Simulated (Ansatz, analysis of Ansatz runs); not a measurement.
**Li5AuO4 (C2/m), nudged elastic band: V_O hop (2.9 Å) (q = 0)**

Wanted: path and barrier of a jump of O in Li5AuO4 (C2/m) at charge 0. The case: V_O hop (2.9 Å), in a cell of 80 host atoms with 1 O taken out.

Program: Ansatz 0.2.0. Level of theory: plane-wave PAW DFT, PBEsol; nudged elastic band between two relaxed defect structures. Results are calculated unless marked as measured.

## (1) Set-up

The cell holds 79 atoms: 40 Li, 8 Au and 31 O. Its edges and angles: a = 9.403 Å, b = 9.404 Å, c = 9.396 Å, α = 90.0°, β = 102.9°, γ = 90.0°. It derives from Li5AuO4 (space group C2/m). Nearest the centre at fractional (0.500, 0.648, 0.750): Li60 at 1.36 Å, Au70 at 1.39 Å, O78 at 1.45 Å, Li28 at 2.41 Å, Li67 at 2.42 Å, Li64 at 2.44 Å, Li44 at 2.44 Å, O36 at 2.68 Å.

The cell's shortest repeat is 9.4 Å.

## (2) Relaxation of the start point, charge 0

A barrier is counted from a minimum, so both ends are relaxed first. Small random displacements break the symmetry of the ideal sites, so that the defect can distort if it gains by it.

The input, q0.start/input.yaml:

```yaml
crystal:
  lattice:
    - [9.40268524, 0.0, -0.02548652]
    - [0.0, 9.40405317, 0.0]
    - [-2.07562506, 0.0, 9.16358709]
  atoms:
    - { symbol: Li, position: [0.0, 0.7924353, 0.25] }
    - { symbol: Li, position: [0.25, 0.2924353, 0.25] }
    - { symbol: Li, position: [0.0, 0.28254642, 0.0] }
    - { symbol: Li, position: [0.25, 0.78254642, 0.0] }
    - { symbol: Li, position: [0.0, 0.71745358, 0.0] }
    - { symbol: Li, position: [0.25, 0.21745358, 0.0] }
    - { symbol: Li, position: [0.0, 0.2075647, 0.25] }
    - { symbol: Li, position: [0.25, 0.7075647, 0.25] }
    - { symbol: Li, position: [0.0, 0.0, 0.0] }
    - { symbol: Li, position: [0.25, 0.5, 0.0] }
    - { symbol: Au, position: [0.0, 0.5, 0.25] }
    - { symbol: Au, position: [0.25, 0.0, 0.25] }
    - { symbol: O, position: [0.12789862, 0.85260183, 0.12509074] }
    - { symbol: O, position: [0.37789862, 0.35260183, 0.12509074] }
    - { symbol: O, position: [0.12210138, 0.35260183, 0.37490926] }
    - { symbol: O, position: [0.37210138, 0.85260183, 0.37490926] }
    - { symbol: O, position: [0.12789862, 0.14739817, 0.12509074] }
    - { symbol: O, position: [0.37789862, 0.64739817, 0.12509074] }
    - { symbol: O, position: [0.12210138, 0.64739817, 0.37490926] }
    - { symbol: O, position: [0.37210138, 0.14739817, 0.37490926] }
    - { symbol: Li, position: [0.0, 0.7924353, 0.75] }
    - { symbol: Li, position: [0.25, 0.2924353, 0.75] }
    - { symbol: Li, position: [0.0, 0.28254642, 0.5] }
    - { symbol: Li, position: [0.25, 0.78254642, 0.5] }
    - { symbol: Li, position: [0.0, 0.71745358, 0.5] }
    - { symbol: Li, position: [0.25, 0.21745358, 0.5] }
    - { symbol: Li, position: [0.0, 0.2075647, 0.75] }
    - { symbol: Li, position: [0.25, 0.7075647, 0.75] }
    - { symbol: Li, position: [0.0, 0.0, 0.5] }
    - { symbol: Li, position: [0.25, 0.5, 0.5] }
    - { symbol: Au, position: [0.0, 0.5, 0.75] }
    - { symbol: Au, position: [0.25, 0.0, 0.75] }
    - { symbol: O, position: [0.12789862, 0.85260183, 0.62509074] }
    - { symbol: O, position: [0.37789862, 0.35260183, 0.62509074] }
    - { symbol: O, position: [0.12210138, 0.35260183, 0.87490926] }
    - { symbol: O, position: [0.37210138, 0.85260183, 0.87490926] }
    - { symbol: O, position: [0.12789862, 0.14739817, 0.62509074] }
    - { symbol: O, position: [0.12210138, 0.64739817, 0.87490926] }
    - { symbol: O, position: [0.37210138, 0.14739817, 0.87490926] }
    - { symbol: Li, position: [0.5, 0.7924353, 0.25] }
    - { symbol: Li, position: [0.75, 0.2924353, 0.25] }
    - { symbol: Li, position: [0.5, 0.28254642, 0.0] }
    - { symbol: Li, position: [0.75, 0.78254642, 0.0] }
    - { symbol: Li, position: [0.5, 0.71745358, 0.0] }
    - { symbol: Li, position: [0.75, 0.21745358, 0.0] }
    - { symbol: Li, position: [0.5, 0.2075647, 0.25] }
    - { symbol: Li, position: [0.75, 0.7075647, 0.25] }
    - { symbol: Li, position: [0.5, 0.0, 0.0] }
    - { symbol: Li, position: [0.75, 0.5, 0.0] }
    - { symbol: Au, position: [0.5, 0.5, 0.25] }
    - { symbol: Au, position: [0.75, 0.0, 0.25] }
    - { symbol: O, position: [0.62789862, 0.85260183, 0.12509074] }
    - { symbol: O, position: [0.87789862, 0.35260183, 0.12509074] }
    - { symbol: O, position: [0.62210138, 0.35260183, 0.37490926] }
    - { symbol: O, position: [0.87210138, 0.85260183, 0.37490926] }
    - { symbol: O, position: [0.62789862, 0.14739817, 0.12509074] }
    - { symbol: O, position: [0.87789862, 0.64739817, 0.12509074] }
    - { symbol: O, position: [0.62210138, 0.64739817, 0.37490926] }
    - { symbol: O, position: [0.87210138, 0.14739817, 0.37490926] }
    - { symbol: Li, position: [0.5, 0.7924353, 0.75] }
    - { symbol: Li, position: [0.75, 0.2924353, 0.75] }
    - { symbol: Li, position: [0.5, 0.28254642, 0.5] }
    - { symbol: Li, position: [0.75, 0.78254642, 0.5] }
    - { symbol: Li, position: [0.5, 0.71745358, 0.5] }
    - { symbol: Li, position: [0.75, 0.21745358, 0.5] }
    - { symbol: Li, position: [0.5, 0.2075647, 0.75] }
    - { symbol: Li, position: [0.75, 0.7075647, 0.75] }
    - { symbol: Li, position: [0.5, 0.0, 0.5] }
    - { symbol: Li, position: [0.75, 0.5, 0.5] }
    - { symbol: Au, position: [0.5, 0.5, 0.75] }
    - { symbol: Au, position: [0.75, 0.0, 0.75] }
    - { symbol: O, position: [0.62789862, 0.85260183, 0.62509074] }
    - { symbol: O, position: [0.87789862, 0.35260183, 0.62509074] }
    - { symbol: O, position: [0.62210138, 0.35260183, 0.87490926] }
    - { symbol: O, position: [0.87210138, 0.85260183, 0.87490926] }
    - { symbol: O, position: [0.62789862, 0.14739817, 0.62509074] }
    - { symbol: O, position: [0.87789862, 0.64739817, 0.62509074] }
    - { symbol: O, position: [0.62210138, 0.64739817, 0.87490926] }
    - { symbol: O, position: [0.87210138, 0.14739817, 0.87490926] }
basis:
  ecutwfc: 420
  xc_grid: 2
hamiltonian:
  xc: pbesol
kpoints:
  mp_grid: { grid: [1, 1, 1], shift: [0.25, 0.25, 0.25] }
scf:
  occupations: { method: fixed }
  max_iter: 150
output:
  forces: true
relax:
  f_tol: 0.02
  max_steps: 70
  random_displacement: { amplitude: 0.03, seed: 2553 }
```

On the command line:

```sh
$ ansatz run input.yaml --threads 4 --pin off --max-ram 14131MiB --backend cpu --events-out ev --progress --plain --runs-dir out
```

Numbers of over 12 decimals in the logs are rounded to 6 here.

The program printed:

```text
[... repeated set-up lines and file paths are left out, and long positions are rounded to six places ...]
The last accepted step is kept in <dir> (removed where the run ends without a failure and the disk answers)
Engine: ansatz 0.2.0, aarch64-unknown-linux-gnu
Pseudopotentials: kind: paw
Pseudopotential: Li, paw, valence charge 3, recommended cutoff 420 eV (normal), Li.paw.azcp
Pseudopotential: Au, paw, valence charge 19, recommended cutoff 420 eV (normal), Au.paw.azcp
Pseudopotential: O, paw, valence charge 6, recommended cutoff 420 eV (normal), O.paw.azcp
Functional definition: PBEsol
  exchange = pbesol_x
  correlation = pbesol_c
Crystal: 79 atoms, lattice volume = 809.778 Å³
Basis set: ecut = 420 eV, 15817 PW (Γ), exchange–correlation on 128×128×128 points (8 copies of the dense FFT grid, shifted against one another)
Bands: 308, of which v1, the nominal top of the filled ones, is band 229 counted from 1 (228 counted from 0)
Symmetry: 1 space group operations
k-points: 1
Non-local potential: Li, projectors of the file, l = 0: 3, l = 1: 2, l = 2: 1
Non-local potential: Au, projectors of the file, l = 0: 3, l = 1: 2, l = 2: 2, l = 3: 1
Non-local potential: O, projectors of the file, l = 0: 2, l = 1: 2, l = 2: 1
PAW form: soft (Blöchl's): semilocal exchange-correlation on the pseudo side does not see the compensation charge
PAW frozen core: Au, regenerated for the run's functional, and the local potential with it (the file was generated under x = pbe(κ = 0.804, μ = 0.219515), c = pbe(β = 0.066725))
PAW frozen core: O, regenerated for the run's functional, and the local potential with it (the file was generated under x = pbe(κ = 0.804, μ = 0.219515), c = pbe(β = 0.066725))
PAW one-centre angular grid: Li, 110 points (default); XC on 64 Gauss nodes
PAW one-centre angular grid: Au, 590 points (default); XC on 64 Gauss nodes
PAW one-centre angular grid: O, 110 points (default); XC on 64 Gauss nodes
Initial density: superposition of atomic densities (neutral atoms: chi_scale 0, normalization atom), corrected by the library's trained network
Initial wavefunctions: pseudopotential atomic-orbital guess
Functional: x = pbesol(κ = 0.804, μ = 0.123457), c = pbesol(β = 0.046)
SCF iter   1: F=—  HF=-129605.399907 eV  |F-HF|=—  |Δ(HF+E_count)|=         —  Δρ=1.42e-2  dr2=1.49e0  ethr=1.77e-3  ⟨swp⟩=5.0  Hψ=895  notcnv=0  defer=75
preconditioner: auto → Resta (q_TF=auto, 2.481 Å⁻¹)  ε∞=3.9  [insulator: Δε(μ)=1.885 eV  Ē_g=13.626 eV  n_scr=218 (ndim 8)  ℏωp=23.1 eV  f_vac=0.073  ε∞_Penn≈3.9]
SCF iter   2: F=—  HF=-129605.031013 eV  |F-HF|=—  |Δ(HF+E_count)|=   3.69e-1  Δρ=4.21e-3  dr2=1.27e-1  ethr=3.24e-4  ⟨swp⟩=2.0  Hψ=407  notcnv=0  defer=75
SCF iter   3: F=—  HF=-129605.002346 eV  |F-HF|=—  |Δ(HF+E_count)|=   2.87e-2  Δρ=1.50e-3  dr2=2.97e-2  ethr=2.78e-5  ⟨swp⟩=2.0  Hψ=365  notcnv=0  defer=67
automatic band count: iteration 3 solves 298 bands in place of 308: the levels show a gap, and the empty bands left out lie too high to hold charge; the band table lists the bands solved (type scf.n_extra_bands for more)
SCF iter   4: F=—  HF=-129604.994586 eV  |F-HF|=—  |Δ(HF+E_count)|=   7.76e-3  Δρ=8.40e-4  dr2=8.74e-3  ethr=6.49e-6  ⟨swp⟩=2.0  Hψ=366  notcnv=0  defer=67
SCF iter   5: F=—  HF=-129604.994315 eV  |F-HF|=—  |Δ(HF+E_count)|=   2.71e-4  Δρ=4.12e-4  dr2=1.93e-3  ethr=1.91e-6  ⟨swp⟩=2.0  Hψ=427  notcnv=0  defer=67
SCF iter   6: F=—  HF=-129604.993953 eV  |F-HF|=—  |Δ(HF+E_count)|=   3.62e-4  Δρ=1.41e-4  dr2=2.14e-4  ethr=4.21e-7  ⟨swp⟩=2.0  Hψ=394  notcnv=0  defer=67
SCF iter   7: F=—  HF=-129604.993941 eV  |F-HF|=—  |Δ(HF+E_count)|=   1.20e-5  Δρ=5.92e-5  dr2=3.37e-5  ethr=4.68e-8  ⟨swp⟩=2.0  Hψ=326  notcnv=0  defer=67
SCF iter   8: F=—  HF=-129604.993943 eV  |F-HF|=—  |Δ(HF+E_count)|=   1.36e-6  Δρ=3.71e-5  dr2=1.22e-5  ethr=2.18e-9  ⟨swp⟩=4.0  Hψ=886  notcnv=0
SCF iter   9: F=-129604.993942 eV  HF=-129604.993942 eV  |F-HF|=1.84e-7  |Δ(HF+E_count)|=   3.67e-7  Δρ=9.71e-6  dr2=9.16e-7  ethr=2.18e-9  ⟨swp⟩=3.0  Hψ=658  notcnv=0
SCF 1 converged in 9 iterations: F = -129604.993942 eV  dr2 = 9.16e-7
  greatest PAW one-centre occupation: 1.001 electrons in one spin orbital (limit 2), on the Au atom at site 49 (counted from 0), in its partial waves of l = 0
relax step   1: F+E_penalty+E_count = -129604.99394210 eV  Δ(F+E_penalty+E_count) = +0.000e0 eV  max|allowed force component| = 1.587e0 eV/Å  Δτ_max = 0.0000 Å  (9 SCF iters, dr2 threshold 1.00e-5 eV, accepted)
[... the SCF cycles and remarks between the steps are left out from here to the last step ...]
relax step   2: F+E_penalty+E_count = -129605.85434600 eV  Δ(F+E_penalty+E_count) = -8.604e-1 eV  max|allowed force component| = 8.734e-1 eV/Å  Δτ_max = 0.1616 Å  (7 SCF iters, dr2 threshold 1.00e-4 eV, accepted)
relax step   3: F+E_penalty+E_count = -129605.98427321 eV  Δ(F+E_penalty+E_count) = -1.299e-1 eV  max|allowed force component| = 4.666e-1 eV/Å  Δτ_max = 0.2000 Å  (8 SCF iters, dr2 threshold 4.77e-5 eV, accepted)
relax step   4: F+E_penalty+E_count = -129606.25770038 eV  Δ(F+E_penalty+E_count) = -2.734e-1 eV  max|allowed force component| = 2.246e-1 eV/Å  Δτ_max = 0.1741 Å  (7 SCF iters, dr2 threshold 6.21e-5 eV, accepted)
relax step   5: F+E_penalty+E_count = -129606.29111751 eV  Δ(F+E_penalty+E_count) = -3.342e-2 eV  max|allowed force component| = 8.050e-2 eV/Å  Δτ_max = 0.0506 Å  (6 SCF iters, dr2 threshold 1.17e-5 eV, accepted)
relax step   6: F+E_penalty+E_count = -129606.29420509 eV  Δ(F+E_penalty+E_count) = -3.088e-3 eV  max|allowed force component| = 2.058e-2 eV/Å  Δτ_max = 0.0170 Å  (7 SCF iters, dr2 threshold 8.33e-7 eV, accepted)
SCF iter   1: F=—  HF=-129606.292939 eV  |F-HF|=—  |Δ(HF+E_count)|=         —  Δρ=5.10e-4  dr2=7.89e-4  ethr=1.66e-6  ⟨swp⟩=4.0  Hψ=529  notcnv=0  defer=67
automatic band count: iteration 1 solves 298 bands in place of 308: the levels show a gap, and the empty bands left out lie too high to hold charge; the band table lists the bands solved (type scf.n_extra_bands for more)
SCF iter   2: F=—  HF=-129606.292908 eV  |F-HF|=—  |Δ(HF+E_count)|=   3.04e-5  Δρ=2.59e-4  dr2=2.02e-4  ethr=1.72e-7  ⟨swp⟩=2.0  Hψ=309  notcnv=0  defer=62
SCF iter   3: F=—  HF=-129606.292900 eV  |F-HF|=—  |Δ(HF+E_count)|=   8.10e-6  Δρ=1.10e-4  dr2=8.44e-5  ethr=4.41e-8  ⟨swp⟩=3.0  Hψ=392  notcnv=0  defer=62
SCF iter   4: F=—  HF=-129606.294589 eV  |F-HF|=—  |Δ(HF+E_count)|=   1.69e-3  Δρ=2.18e-5  dr2=3.90e-6  ethr=1.84e-8  ⟨swp⟩=2.0  Hψ=391  notcnv=0  defer=62
SCF iter   5: F=—  HF=-129606.294588 eV  |F-HF|=—  |Δ(HF+E_count)|=   1.48e-7  Δρ=1.35e-5  dr2=1.40e-6  ethr=8.51e-10  ⟨swp⟩=2.0  Hψ=435  notcnv=0  defer=62
SCF iter   6: F=—  HF=-129606.294588 eV  |F-HF|=—  |Δ(HF+E_count)|=   1.49e-7  Δρ=4.10e-6  dr2=1.29e-7  ethr=3.05e-10  ⟨swp⟩=2.0  Hψ=379  notcnv=0  defer=62
SCF iter   7: F=-129606.294588 eV  HF=-129606.294588 eV  |F-HF|=4.11e-8  |Δ(HF+E_count)|=   3.76e-8  Δρ=2.74e-6  dr2=6.30e-8  ethr=2.18e-11  ⟨swp⟩=3.0  Hψ=753  notcnv=0
SCF 7 converged in 7 iterations: F = -129606.294588 eV  dr2 = 6.30e-8
relax step   7: F+E_penalty+E_count = -129606.29458825 eV  Δ(F+E_penalty+E_count) = -3.832e-4 eV  max|allowed force component| = 4.275e-3 eV/Å  Δτ_max = 0.0053 Å  (7 SCF iters, accepted)
SCF converged after 7 iterations
Free energy (F): -129606.294588 eV
Harris-Foulkes:  -129606.294588 eV  (|F-HF|=4.11e-8)
Internal energy: -129606.294588 eV  (E = F + TS)
E sigma→0 (E₀):  -129606.294588 eV
Fermi energy:    5.967439 eV
--- Per-component energies (eV) ---
  E_band       = -7064.578932
  E_kinetic    = 11161.178637
  E_local      = -40843.850961  (includes V_loc(G=0)·N_el)
  E_nonlocal   = 789.312224
  E_hartree    = 15982.392183
  E_xc         = -4521.688988
  E_vxc        = -5680.573888  (∫ρ·V_xc dr)
  E_paw        = -82015.383554  (= ΣΔE_a)
  E_vpaw       = -4455.512082  (= ΣTr[D̂ρ^β])
  E_aug_tail   = 0.089314  (compensation charges beyond the density's cutoff)
  E_ewald      = -30161.913200
  E_core_change = 3.569758  (= ΣΔE_core)
  E_smearing   = -0.000000  (= −TS)
  E_closure    = -0.000000  (closes the sum)
  Σ components = -129606.294588   (vs F -129606.294588, Δ=0.00e0)
--- Forces (eV/Å), atoms counted from 1 ---
  atom   1  Li     0.00015841    -0.00012908    -0.00069864
  atom   2  Li    -0.00071429     0.00025059     0.00102589
  [... 25 atoms left out ...]
  atom  28  Li    -0.00295187    -0.00106468    -0.00119414
  [... 5 atoms left out ...]
  atom  34  O     -0.00098263     0.00121176    -0.00042384
  [... 1 atom left out ...]
  atom  36  O      0.00131627     0.00083854     0.00008027
  [... 7 atoms left out ...]
  atom  44  Li     0.00093727     0.00364247    -0.00082752
  [... 15 atoms left out ...]
  atom  60  Li     0.00065728     0.00101224     0.00003855
  [... 3 atoms left out ...]
  atom  64  Li    -0.00217253    -0.00297196     0.00009353
  [... 2 atoms left out ...]
  atom  67  Li    -0.00085366    -0.00058926    -0.00016611
  [... 2 atoms left out ...]
  atom  70  Au    -0.00420744     0.00084268     0.00427618
  [... 1 atom left out ...]
  atom  72  O     -0.00135166    -0.00025483     0.00107527
  [... 5 atoms left out ...]
  atom  78  O      0.00333409    -0.00271291     0.00087790
  [... 1 atom left out ...]
  max |Σ_I F_I| component: 2.02e-4 eV/Å
--- Relaxed structure (7 steps of the walk, 7 accepted, 0 SCFs on fresh bases) ---
  F+E_penalty+E_count = -129606.29458825 eV   max|allowed force component| = 4.275e-3 eV/Å
  atoms:
    - { symbol: Li, position: [-0.002354, 0.789141, 0.247728] }
    - { symbol: Li, position: [0.249308, 0.289367, 0.249010] }
    [... 25 atoms left out ...]
    - { symbol: Li, position: [0.250777, 0.706213, 0.758354] }
    [... 5 atoms left out ...]
    - { symbol: O, position: [0.367924, 0.365786, 0.615365] }
    [... 1 atom left out ...]
    - { symbol: O, position: [0.372459, 0.852216, 0.873919] }
    [... 7 atoms left out ...]
    - { symbol: Li, position: [0.499947, 0.714029, -0.000372] }
    [... 15 atoms left out ...]
    - { symbol: Li, position: [0.515859, 0.808986, 0.765561] }
    [... 3 atoms left out ...]
    - { symbol: Li, position: [0.507142, 0.719994, 0.500118] }
    [... 2 atoms left out ...]
    - { symbol: Li, position: [0.748675, 0.705921, 0.748773] }
    [... 2 atoms left out ...]
    - { symbol: Au, position: [0.485426, 0.521964, 0.735058] }
    [... 1 atom left out ...]
    - { symbol: O, position: [0.626543, 0.854017, 0.623074] }
    [... 5 atoms left out ...]
    - { symbol: O, position: [0.618117, 0.656648, 0.870260] }
    [... 1 atom left out ...]
```

It took 72 s on 4 threads of Arm Neoverse V1, shared host; peak memory 1.4 GiB.

Relaxation path:

```csv
step,energy less that of the first step (eV),largest force component (eV/Å)
1,0.0000,1.5870
2,-0.8604,0.8734
3,-0.9903,0.4666
4,-1.2638,0.2245
5,-1.2972,0.0805
6,-1.3003,0.0206
7,-1.3006,0.0043
```

The atoms that moved most (Å, from the sites as typed, ahead of the random displacement, the mean shift of all atoms taken out):

```csv
atom,dx,dy,dz,length
Li24,-0.140,0.194,-0.179,0.299
Au70,-0.103,0.207,-0.135,0.268
Li60,0.119,0.156,0.143,0.243
Li30,-0.095,-0.138,-0.099,0.195
O34,-0.071,0.125,-0.088,0.168
Li66,0.023,0.151,0.034,0.157
Li49,-0.087,-0.057,-0.095,0.141
O74,0.047,-0.087,0.078,0.126
```

Neighbours of O78 at the end:

```csv
atom,distance (Å)
Li60,1.877
Li44,1.899
Li67,1.911
Li43,1.919
Au70,2.016
Li49,2.075
O74,2.950
O36,2.959
O72,2.988
O52,3.000
O57,3.013
O75,3.014
```

Numbers from this step:

- free energy: -129606.2946 eV
- r.m.s. move of the farther half of the atoms: 0.02472 Å
- largest move from the ideal geometry of this structure, a common shift of the far atoms taken out: 0.3121 Å

The relaxation gained 1.301 eV and ended with a largest force component of 0.0043 eV/Å.

[end of part 1 of 5]

[Logs are printed without paths, hosts, clocks, repeated set-up lines and the standing remarks that a program may print on its own settings, such as how far it seeks lower states.]

[Hosts, paths, dates, database ids (printed as entryN), source tags and the programs' standing remarks are cut or masked in the printed files.]
